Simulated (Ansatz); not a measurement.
**How AgCl (Chlorargyrite, Fm-3m) expands on warming**

Aim: the lattice, expansion, heat capacity and bulk modulus of AgCl (Chlorargyrite) as it warms.

Measurements to reproduce:
- volume expansion coefficient 98.7 1e-6/K near room temperature (given in “Descriptors for thermal expansion in solids”, 2017, arXiv:1701.03966)
- heat capacity C_P per formula unit 53 J/mol/K near room temperature (given in “High-Throughput Prediction of Finite-Temperature Properties using the Quasi-Harmonic Approximation”, 2016, arXiv:1603.06924)

Main program and level: Ansatz 0.2.0; DFT RPBE, scalar-relativistic, plane waves, PAW.

The database entry behind the starting cell differs from later determinations by our own check (an axis about 1.4 % short against later determinations), so it need not match the best structure at ambient conditions.

**1. Set-up**

The structure is cubic, space group Fm-3m (No. 225). Conventional cell: a = 5.470 Å, b = 5.470 Å, c = 5.470 Å, α = 90.00°, β = 90.00°, γ = 90.00°. Nearest to Ag lie 6 Cl at 2.73 Å. Nearest to Cl lie 6 Ag at 2.73 Å. Farther neighbours and most contacts between anions are not listed.

**2. A first coarse run**

A cheap single point shows whether the cell is a metal or an insulator and how far it is from rest; that sets the k-mesh and the occupations of what follows.

File input.yaml:

```yaml
crystal:
  lattice:
    - [0.0, 2.735, 2.735]
    - [2.735, 0.0, 2.735]
    - [2.735, 2.735, 0.0]
  atoms:
    - { symbol: Ag, position: [0.0, 0.0, 0.0] }
    - { symbol: Cl, position: [0.5, 0.5, 0.5] }
kpoints:
  mp_grid: { grid: [6, 6, 6] }
hamiltonian:
  xc: rpbe
scf:
  occupations: { method: gaussian, width: 0.1 }
output:
  forces: true
  stress: true
  eigenvalues: true
```

Run with:

```sh
ansatz run input.yaml --threads 2 --pin off --max-ram 5120MiB --backend cpu --events-out ev --progress --plain --runs-dir out
```

Numbers of over 12 decimals in the logs are rounded to 6 here.

Log:

```text
Engine: ansatz 0.2.0, aarch64-unknown-linux-gnu
Pseudopotentials: kind: paw
Pseudopotential: Ag, paw, valence charge 19, recommended cutoff 420 eV (normal), Ag.paw.azcp
Pseudopotential: Cl, paw, valence charge 7, recommended cutoff 420 eV (normal), Cl.paw.azcp
Functional definition: RPBE
  parameter kappa = 0.804
  parameter beta = 0.066725
  exchange = rpbe_x(kappa = kappa, mu = beta*pi^2/3)
  correlation = pbe_c(beta = beta)
Crystal: 2 atoms, lattice volume = 40.917 Å³
Basis set: ecut = 420 eV, 821 PW (Γ), exchange–correlation on 54×54×54 points (8 copies of the dense FFT grid, shifted against one another)
Bands: 17, of which v1, the nominal top of the filled ones, is band 13 counted from 1 (12 counted from 0)
Symmetry: 48 space group operations
Space group: Fm-3m (ITA 225), of the structure as read, at distance tolerance 3.4e-5 Å
k-points: 16 of 216
Non-local potential: Ag, projectors of the file, l = 0: 3, l = 1: 2, l = 2: 2, l = 3: 1
Non-local potential: Cl, projectors of the file, l = 0: 2, l = 1: 2, l = 2: 2
PAW form: soft (Blöchl's): semilocal exchange-correlation on the pseudo side does not see the compensation charge
PAW frozen core: Ag, regenerated for the run's functional, and the local potential with it (the file was generated under x = pbe(κ = 0.804, μ = 0.219515), c = pbe(β = 0.066725))
PAW frozen core: Cl, regenerated for the run's functional, and the local potential with it (the file was generated under x = pbe(κ = 0.804, μ = 0.219515), c = pbe(β = 0.066725))
PAW one-centre angular grid: Ag, 590 points (default); XC on 64 Gauss nodes
PAW one-centre angular grid: Cl, 110 points (default); XC on 64 Gauss nodes
Initial density: superposition of atomic densities (neutral atoms: chi_scale 0, normalization atom), corrected by the library's trained network
Initial wavefunctions: pseudopotential atomic-orbital guess
Functional: x = rpbe, c = pbe(β = 0.066725)
SCF iter   1: F=—  HF=-8682.567992 eV  |F-HF|=—  |Δ(HF+E_count)|=         —  Δρ=4.17e-3  dr2=6.80e-3  ethr=1.77e-3  ⟨swp⟩=5.1  Hψ=1274  notcnv=0
preconditioner: auto → none  [insulator: Δε(μ)=1.115 eV  Ē_g=11.269 eV  σ=0.100 eV  W_gap=1.00  n_scr=14 (ndim 8)  ℏωp=24.6 eV  f_vac=0.026  D(μ)=0.00/eV (n_scr^D=0)  ε∞_Penn≈5.8]
SCF iter   2: F=—  HF=-8682.567392 eV  |F-HF|=—  |Δ(HF+E_count)|=   6.00e-4  Δρ=1.83e-3  dr2=7.58e-4  ethr=2.61e-5  ⟨swp⟩=2.6  Hψ=568  notcnv=0
SCF iter   3: F=—  HF=-8682.567289 eV  |F-HF|=—  |Δ(HF+E_count)|=   1.02e-4  Δρ=7.74e-4  dr2=1.66e-4  ethr=2.92e-6  ⟨swp⟩=2.4  Hψ=456  notcnv=0
SCF iter   4: F=—  HF=-8682.567304 eV  |F-HF|=—  |Δ(HF+E_count)|=   1.43e-5  Δρ=3.34e-4  dr2=4.52e-5  ethr=6.38e-7  ⟨swp⟩=2.4  Hψ=384  notcnv=0
SCF iter   5: F=—  HF=-8682.567297 eV  |F-HF|=—  |Δ(HF+E_count)|=   7.20e-6  Δρ=7.01e-5  dr2=2.39e-6  ethr=1.74e-7  ⟨swp⟩=2.2  Hψ=352  notcnv=0
SCF iter   6: F=-8682.567297 eV  HF=-8682.567297 eV  |F-HF|=1.07e-8  |Δ(HF+E_count)|=   6.91e-7  Δρ=6.82e-6  dr2=1.87e-8  ethr=3.85e-10  ⟨swp⟩=3.1  Hψ=1061  notcnv=0
SCF 1 converged in 6 iterations: F = -8682.567297 eV  dr2 = 1.87e-8
  greatest PAW one-centre occupation: 1.000 electrons in one spin orbital (limit 2), on the Ag atom at site 0 (counted from 0), in its partial waves of l = 1
SCF converged after 6 iterations
Free energy (F): -8682.567297 eV
Harris-Foulkes:  -8682.567297 eV  (|F-HF|=1.07e-8)
Internal energy: -8682.567297 eV  (E = F + TS)
E sigma→0 (E₀):  -8682.567297 eV
Fermi energy:    9.496227 eV
--- Per-component energies (eV) ---
  E_band       = -340.384937
  E_kinetic    = 690.870631
  E_local      = -3148.008294  (includes V_loc(G=0)·N_el)
  E_nonlocal   = 111.154690
  E_hartree    = 1386.919178
  E_xc         = -291.354051
  E_vxc        = -355.150579  (∫ρ·V_xc dr)
  E_paw        = -4576.204873  (= ΣΔE_a)
  E_vpaw       = -413.092483  (= ΣTr[D̂ρ^β])
  E_aug_tail   = 0.000426  (compensation charges beyond the density's cutoff)
  E_ewald      = -2855.792444
  E_core_change = -0.152561  (= ΣΔE_core)
  E_smearing   = -0.000000  (= −TS)
  E_closure    = -0.000000  (closes the sum)
  Σ components = -8682.567297   (vs F -8682.567297, Δ=0.00e0)
--- Forces (eV/Å), atoms counted from 1 ---
  atom   1  Ag    -0.00000000     0.00000000    -0.00000000
  atom   2  Cl     0.00000000    -0.00000000    -0.00000000
  max |Σ_I F_I| component: 4.01e-30 eV/Å
--- Stress (GPa, compression-positive) ---
        7.238823       0.000000      -0.000000
        0.000000       7.238823      -0.000000
       -0.000000      -0.000000       7.238823
  P = ⅓ Tr σ = 7.2388 GPa (72.388 kbar)
--- Band table (eV; the first three rows and the last of 16) ---
  k-point 0: bands = [... 9 lower, 6.3993, 6.4503, 6.4503, 6.4503, 10.0265, 19.6860, 19.6860, 19.6860]
  k-point 1: bands = [... 9 lower, 6.4558, 6.7165, 7.5546, 7.5546, 11.1757, 17.8743, 19.0682, 19.0682]
  k-point 2: bands = [... 9 lower, 6.6529, 6.9514, 8.5318, 8.5318, 12.8080, 16.1462, 17.3300, 17.3300]
  k-point 15: bands = [... 9 lower, 6.8847, 6.8952, 6.9061, 7.5617, 12.6291, 16.8224, 17.3190, 18.0684]
```

Wall time 1 s (2 threads of Arm Neoverse V1, shared host); peak memory 0.27 GiB; 1 s of CPU time.

The column dr2 measures how far the density is from self-consistency, as an energy; F and HF (Harris–Foulkes) agree once it is small.

Numbers from this step:

```
pressure          : 7.239 GPa
gap on the k-mesh : 1.079 eV
volume per atom   : 20.46 Å³
```

The start is under 7.2 GPa at this level and looks like an insulator or semiconductor on this mesh.

**3. Relaxation**

The vibrations must be taken about the equilibrium of this functional, not about the starting cell, so the structure is relaxed.

input.yaml, the sections that differ from step 2:

```yaml
kpoints:
  mp_grid: { grid: [8, 8, 8] }
scf:
  occupations: { method: gaussian, width: 0.02 }
output:
  forces: true
  stress: true
  eigenvalues: true
  write_density: true
  write_potential: true
  elf: true
  volumetric_format: npy
relax:
  adjacent_minimum: "off"
  f_tol: 0.005
  max_steps: 80
  cell: { stress_tol: 0.05 }
# crystal, hamiltonian: as in step 2
```

Log:

```text
[...]
Crystal: 2 atoms, lattice volume = 40.917 Å³
Basis set: ecut = 420 eV, 821 PW (Γ), exchange–correlation on 54×54×54 points (8 copies of the dense FFT grid, shifted against one another)
Bands: 17, of which v1, the nominal top of the filled ones, is band 13 counted from 1 (12 counted from 0)
Symmetry: 48 space group operations
[...]
k-points: 29 of 512
[...]
SCF iter   1: F=—  HF=-8682.568437 eV  |F-HF|=—  |Δ(HF+E_count)|=         —  Δρ=4.15e-3  dr2=6.71e-3  ethr=1.77e-3  ⟨swp⟩=5.4  Hψ=2412  notcnv=0
[...]
SCF iter   6: F=-8682.567799 eV  HF=-8682.567799 eV  |F-HF|=1.13e-8  |Δ(HF+E_count)|=   6.84e-7  Δρ=6.63e-6  dr2=1.77e-8  ethr=3.85e-10  ⟨swp⟩=6.2  Hψ=3071  notcnv=0
SCF 1 converged in 6 iterations: F = -8682.567799 eV  dr2 = 1.77e-8
[...]
relax step   1: F+E_penalty+E_count = -8682.56779886 eV  Δ(F+E_penalty+E_count) = +0.000e0 eV  max|allowed force component| = 4.049e-29 eV/Å  Δτ_max = 0.0000 Å  P = +7.229 GPa  Ω = 40.917 Å³  (6 SCF iters, dr2 threshold 1.00e-7 eV, accepted)
Crystal: 2 atoms, lattice volume = 47.003 Å³
Basis set: ecut = 420 eV, 941 PW (Γ), exchange–correlation on 54×54×54 points (8 copies of the dense FFT grid, shifted against one another)
[...]
iter 1 solved again at ethr=7.51e-5 eV; its pass at ethr=3.10e-3 eV (dr2=1.95e-2 eV) is discarded
[...]
SCF iter   6: F=-8682.699561 eV  HF=-8682.699561 eV  |F-HF|=5.55e-8  |Δ(HF+E_count)|=   4.07e-6  Δρ=5.60e-6  dr2=1.36e-8  ethr=7.69e-10  ⟨swp⟩=10.3  Hψ=3544  notcnv=0
SCF 2 converged in 6 iterations: F = -8682.699561 eV  dr2 = 1.36e-8
relax step   2: F+E_penalty+E_count = -8682.69956092 eV  Δ(F+E_penalty+E_count) = -1.318e-1 eV  max|allowed force component| = 3.050e-29 eV/Å  Δτ_max = 0.0000 Å  P = +0.664 GPa  Ω = 47.003 Å³  energy of the carried Pulay correction = -1.490e-3 eV  (6 SCF iters, dr2 threshold 2.00e-7 eV, accepted)
Crystal: 2 atoms, lattice volume = 47.721 Å³
[...]
SCF iter   5: F=-8682.701284 eV  HF=-8682.701284 eV  |F-HF|=4.13e-8  |Δ(HF+E_count)|=   1.14e-7  Δρ=6.04e-6  dr2=1.38e-8  ethr=7.69e-10  ⟨swp⟩=8.5  Hψ=3265  notcnv=0
SCF 3 converged in 5 iterations: F = -8682.701284 eV  dr2 = 1.38e-8
relax step   3: F+E_penalty+E_count = -8682.70128384 eV  Δ(F+E_penalty+E_count) = -1.723e-3 eV  max|allowed force component| = 4.832e-30 eV/Å  Δτ_max = 0.0000 Å  P = +0.181 GPa  Ω = 47.721 Å³  energy of the carried Pulay correction = -1.644e-3 eV  (5 SCF iters, dr2 threshold 2.00e-7 eV, accepted)
[...]
relax step   4: F+E_penalty+E_count = -8682.70138619 eV  Δ(F+E_penalty+E_count) = -1.024e-4 eV  max|allowed force component| = 1.643e-29 eV/Å  Δτ_max = 0.0000 Å  P = +0.008 GPa  Ω = 47.995 Å³  energy of the carried Pulay correction = -1.702e-3 eV  (4 SCF iters, dr2 threshold 8.19e-8 eV, accepted)
Basis set: ecut = 420 eV, 941 PW (Γ), exchange–correlation on 60×60×60 points (8 copies of the dense FFT grid, shifted against one another)
[...]
SCF iter   7: F=-8682.702571 eV  HF=-8682.702571 eV  |F-HF|=1.16e-10  |Δ(HF+E_count)|=  8.73e-10  Δρ=1.49e-7  dr2=6.60e-12  ethr=1.00e-12  ⟨swp⟩=4.0  Hψ=2329  notcnv=0
SCF 5 converged in 7 iterations: F = -8682.702571 eV  dr2 = 6.60e-12
relax step   5: F+E_penalty+E_count = -8682.70257148 eV  Δ(F+E_penalty+E_count) = -1.185e-3 eV  max|allowed force component| = 2.508e-29 eV/Å  Δτ_max = 0.0000 Å  P = -0.004 GPa  Ω = 47.995 Å³  stress off target by 4.48e-3 GPa  SCF on the basis re-selected at this cell (its energy is not comparable with the rows above)  (7 SCF iters)
basis re-selected at this cell: Δ(F+E_penalty+E_count) = -1.185e-3 eV, ΔP = -0.012 GPa vs the last step (what re-selecting the basis moved, of the pressure what is left beyond the Pulay correction that the steps carried, after the strain that the cell walked since its last selection, with what the two solves' SCF thresholds leave and, on support functions, any second-order correction that the steps lacked; it is no measure of the basis error at this ecutwfc). The dense FFT grid was sized anew with the basis: this SCF ran on 30×30×30 points, the steps before it on 27×27×27, so part of this shift can come from that change (see relax.cell in the input reference). [rest of the remark cut]
SCF converged after 7 iterations
Free energy (F): -8682.702571 eV
[...]
Internal energy: -8682.702571 eV  (E = F + TS)
E sigma→0 (E₀):  -8682.702571 eV
Fermi energy:    6.942086 eV
[...]
--- Stress (GPa, compression-positive) ---
       -0.004475      -0.000000      -0.000000
       -0.000000      -0.004475       0.000000
       -0.000000       0.000000      -0.004475
  P = ⅓ Tr σ = -0.0045 GPa (-0.045 kbar)
--- Band table (eV; the first three rows and the last of 29) ---
  k-point 0: bands = [... 9 lower, 4.3879, 4.5113, 4.5113, 4.5113, 7.5254, 17.2276, 17.2276, 17.2276]
  k-point 1: bands = [... 9 lower, 4.3925, 4.5963, 5.1102, 5.1102, 8.1442, 15.9859, 16.8673, 16.8673]
  k-point 2: bands = [... 9 lower, 4.4826, 4.7051, 5.7260, 5.7260, 9.3591, 14.3206, 15.6337, 15.6337]
  k-point 28: bands = [... 9 lower, 4.7023, 4.7071, 4.7071, 5.4391, 10.5171, 14.3808, 14.3808, 14.4397]
--- Relaxed structure (4 steps of the walk, 4 accepted, 1 SCFs on fresh bases) ---
  F+E_penalty+E_count = -8682.70257148 eV   max|allowed force component| = 2.508e-29 eV/Å   (the final SCF, on the basis selected at the relaxed cell)
  cell:  # Å, volume = 47.9949 Å³
    - [0, 2.884398, 2.884398]
    - [2.884398, 0, 2.884398]
    - [2.884398, 2.884398, 0]
  atoms:
    - { symbol: Ag, position: [0, 0, 0] }
    - { symbol: Cl, position: [0.500000, 0.500000, 0.500000] }
```

It took 4.2 s on 2 threads; peak memory 0.32 GiB; 7.9 s of CPU time.

Relaxation path:

| step | energy less that of the first step (eV) | largest force component (eV/Å) | pressure (GPa) | volume (Å³) |
| --- | --- | --- | --- | --- |
| 1 | 0.0000 | 0.0000 | 7.23 | 40.92 |
| 2 | -0.1318 | 0.0000 | 0.66 | 47.00 |
| 3 | -0.1335 | 0.0000 | 0.18 | 47.72 |
| 4 | -0.1336 | 0.0000 | 0.01 | 47.99 |
| 5* | -0.1348 | 0.0000 | 0.00 | 47.99 |

Relaxation steps marked * repeat the geometry before them on a plane-wave basis chosen anew for their cell, so energy and pressure can jump there.

The run keeps the 48 symmetry operations that it works with, so distortions that break them were not tested.

| conventional cell, symmetrised | before | after | change |
| --- | --- | --- | --- |
| a (Å) | 5.470 | 5.769 | +5.5 % |
| b (Å) | 5.470 | 5.769 | +5.5 % |
| c (Å) | 5.470 | 5.769 | +5.5 % |
| volume (Å³/atom) | 20.46 | 24.00 | +17.3 % |

Final coordinates:

```xyz
2
Lattice="0.0000 2.8844 2.8844 2.8844 0.0000 2.8844 2.8844 2.8844 0.0000" Properties=species:S:1:pos:R:3 pbc="T T T"
Ag    0.0000    0.0000    0.0000
Cl    2.8844    2.8844    2.8844
```

Numbers from this step:

- pressure: -0.004475 GPa
- gap on the k-mesh: 1.167 eV
- volume per atom: 24.00 Å³

Valence density in the ac plane of the conventional cell at fractional y = 0.000, with atoms of Ag and Cl within 0.2 Å of it. It is the smooth field of the valence electrons, not physical close to the nuclei.

Values in e/Å³, 16 rows by 16 columns, each cell a mean:
```
15  8  2  0  0  1  1  1  1  2  1  0  0  1  4 12
 5  3  1  0  0  0  1  1  2  1  1  0  0  0  1  4
 1  0  0  0  0  0  0  1  1  0  0  0  0  0  0  1
 0  0  0  0  0  0  0  0  0  0  0  0  0  0  0  0
 0  0  0  0  0  0  0  0  0  0  0  0  0  0  0  0
 1  1  0  0  0  0  1  2  2  1  0  0  0  0  1  1
 2  1  1  0  0  0  3  8 10  5  1  0  0  0  1  2
 0  2  1  0  0  1  5 15 18 10  2  0  0  1  2  1
 1  2  1  0  0  1  4 12 15  8  2  0  0  1  1  1
 2  1  1  0  0  0  1  4  5  3  1  0  0  0  1  1
 1  0  0  0  0  0  0  1  1  0  0  0  0  0  0  1
 0  0  0  0  0  0  0  0  0  0  0  0  0  0  0  0
 0  0  0  0  0  0  0  0  0  0  0  0  0  0  0  0
 2  1  0  0  0  0  1  1  1  1  0  0  0  0  1  2
10  5  1  0  0  0  1  2  2  1  1  0  0  0  3  8
18 10  2  0  0  1  2  1  0  2  1  0  0  1  5 15
```
Columns run along a (5.8 Å), rows up along c (5.8 Å), edges of the conventional cell, whose origin can differ from the input's. Atoms in or near the plane, at fractional coordinates: Ag at (0.00, 0.00), Ag at (0.50, 0.50), Cl at (0.50, 0.00), Cl at (0.00, 0.50).

Electrostatic potential energy in the ac plane of the conventional cell at fractional y = 0.000, with atoms of Ag and Cl within 0.2 Å of it. With pseudopotentials it is smooth inside the atoms' cores, unlike the true potential.

Values in eV, 16 rows by 16 columns, each cell a mean:
```
-32 -25  -9   6   9   4 -21 -41 -43 -33  -5   8   8  -1 -19 -30
-21 -14   0   8  10   8  -3 -21 -25 -12   5  10   9   5  -8 -19
 -2   2   7  10  11  11   8   4   3   6  10  11  11   9   5  -1
  8   9  10  11  11  11  10   9   9  10  11  11  11  11   9   8
  8   9  11  11  11  10   8   6   5   7   9  11  11  11  10   8
 -8   0   8  11  10   7   0  -9 -11  -5   4   9  11  10   5  -5
-37 -24   0   9   9   2 -14 -25 -27 -20  -5   7  10   6 -12 -33
-43 -37  -8   8   8  -2 -21 -32 -34 -27 -11   5   9   3 -25 -43
-43 -33  -5   8   8  -1 -19 -30 -32 -25  -9   6   9   4 -21 -41
-25 -12   5  10   9   5  -8 -19 -21 -14   0   8  10   8  -3 -21
  3   6  10  11  11   9   5  -1  -2   2   7  10  11  11   8   4
  9  10  11  11  11  11   9   8   8   9  10  11  11  11  10   9
  5   7   9  11  11  11  10   8   8   9  11  11  11  10   8   6
-11  -5   4   9  11  10   5  -5  -8   0   8  11  10   7   0  -9
-27 -20  -5   7  10   6 -12 -33 -37 -24   0   9   9   2 -14 -25
-34 -27 -11   5   9   3 -25 -43 -43 -37  -8   8   8  -2 -21 -32
```
Columns run along a (5.8 Å; values clipped at the 3rd and 97th percentile), rows up along c (5.8 Å), edges of the conventional cell, whose origin can differ from the input's. Atoms in or near the plane, at fractional coordinates: Ag at (0.00, 0.00), Ag at (0.50, 0.50), Cl at (0.50, 0.00), Cl at (0.00, 0.50).

ELF in the ac plane of the conventional cell at fractional y = 0.000, with atoms of Ag and Cl within 0.2 Å of it. It is the smooth field of the valence electrons, not physical close to the nuclei.

Values, 16 rows by 16 columns, each cell a mean:
```
0.72 0.59 0.37 0.14 0.27 0.74 0.84 0.67 0.57 0.80 0.84 0.51 0.13 0.25 0.50 0.68
0.53 0.43 0.25 0.10 0.21 0.64 0.83 0.84 0.84 0.85 0.77 0.40 0.10 0.17 0.36 0.50
0.26 0.21 0.12 0.06 0.12 0.39 0.64 0.74 0.76 0.70 0.53 0.21 0.06 0.09 0.17 0.25
0.14 0.12 0.08 0.05 0.05 0.12 0.21 0.27 0.28 0.24 0.15 0.06 0.04 0.06 0.10 0.13
0.52 0.47 0.32 0.13 0.05 0.06 0.10 0.14 0.15 0.13 0.09 0.05 0.06 0.21 0.40 0.51
0.84 0.81 0.67 0.32 0.08 0.12 0.25 0.37 0.40 0.32 0.18 0.09 0.15 0.53 0.77 0.84
0.75 0.83 0.81 0.47 0.12 0.21 0.43 0.59 0.63 0.52 0.32 0.13 0.24 0.70 0.85 0.80
0.41 0.75 0.84 0.52 0.14 0.26 0.53 0.72 0.79 0.63 0.40 0.15 0.28 0.76 0.84 0.57
0.57 0.80 0.84 0.51 0.13 0.25 0.50 0.68 0.72 0.59 0.37 0.14 0.27 0.74 0.84 0.67
0.84 0.85 0.77 0.40 0.10 0.17 0.36 0.50 0.53 0.43 0.25 0.10 0.21 0.64 0.83 0.84
0.76 0.70 0.53 0.21 0.06 0.09 0.17 0.25 0.26 0.21 0.12 0.06 0.12 0.39 0.64 0.74
0.28 0.24 0.15 0.06 0.04 0.06 0.10 0.13 0.14 0.12 0.08 0.05 0.05 0.12 0.21 0.27
0.15 0.13 0.09 0.05 0.06 0.21 0.40 0.51 0.52 0.47 0.32 0.13 0.05 0.06 0.10 0.14
0.40 0.32 0.18 0.09 0.15 0.53 0.77 0.84 0.84 0.81 0.67 0.32 0.08 0.12 0.25 0.37
0.63 0.52 0.32 0.13 0.24 0.70 0.85 0.80 0.75 0.83 0.81 0.47 0.12 0.21 0.43 0.59
0.79 0.63 0.40 0.15 0.28 0.76 0.84 0.57 0.41 0.75 0.84 0.52 0.14 0.26 0.53 0.72
```
Columns run along a (5.8 Å), rows up along c (5.8 Å), edges of the conventional cell, whose origin can differ from the input's. Atoms in or near the plane, at fractional coordinates: Ag at (0.00, 0.00), Ag at (0.50, 0.50), Cl at (0.50, 0.00), Cl at (0.00, 0.50).

The relaxation ends with a pressure of 0.00 GPa.

**4. A second relaxation**

The relaxation is run once more from where the first one ended, as the script does after a large change of volume or of the gap, with mesh and occupations reviewed.

input.yaml, the sections that differ from step 3:

```yaml
crystal:
  lattice:
    - [0.0, 2.8843977927, 2.8843977927]
    - [2.8843977927, 0.0, 2.8843977927]
    - [2.8843977927, 2.8843977927, 0.0]
  atoms:
    - { symbol: Ag, position: [0.0, 0.0, 0.0] }
    - { symbol: Cl, position: [0.5, 0.5, 0.5] }
output:
  forces: true
  stress: true
  eigenvalues: true
# kpoints, hamiltonian, scf, relax: as in step 3
```

Log:

```text
[...]
Crystal: 2 atoms, lattice volume = 47.995 Å³
Basis set: ecut = 420 eV, 941 PW (Γ), exchange–correlation on 60×60×60 points (8 copies of the dense FFT grid, shifted against one another)
Bands: 17, of which v1, the nominal top of the filled ones, is band 13 counted from 1 (12 counted from 0)
Symmetry: 48 space group operations
[...]
k-points: 29 of 512
[...]
k-point 28: bands = [... 9 lower, 4.7023, 4.7071, 4.7071, 5.4391, 10.5171, 14.3808, 14.3808, 14.4397]
--- Relaxed structure (1 steps of the walk, 1 accepted, 1 SCFs on fresh bases) ---
[...]
cell:  # Å, volume = 47.9949 Å³
    - [0.0, 2.8843977927, 2.8843977927]
    - [2.8843977927, 0.0, 2.8843977927]
    - [2.8843977927, 2.8843977927, 0.0]
  atoms:
    - { symbol: Ag, position: [0.0, 0.0, 0.0] }
    - { symbol: Cl, position: [0.5, 0.5, 0.5] }
[key lines of the parts left out:]
SCF converged after 4 iterations
Free energy (F): -8682.702571 eV
Fermi energy:    6.942080 eV
P = ⅓ Tr σ = -0.0045 GPa (-0.045 kbar)
```

Elapsed: 2.3 s, on 2 threads; peak memory 0.32 GiB; 3.9 s of CPU time.

Little changed from the start: no atom moved by 0.005 Å and no cell edge by 0.1 %.

Numbers from this step:

- pressure: -0.004464 GPa

(Continued in part 2 of 3.)

[Logs are printed without paths, hosts, clocks, repeated set-up lines and the standing remarks that a program may print on its own settings, such as how far it seeks lower states.]

[Hosts, paths, dates, database ids (printed as entryN), source tags and the programs' standing remarks are cut or masked in the printed files.]

[A step with changed settings may run another functional than the one named; its input shows which.]
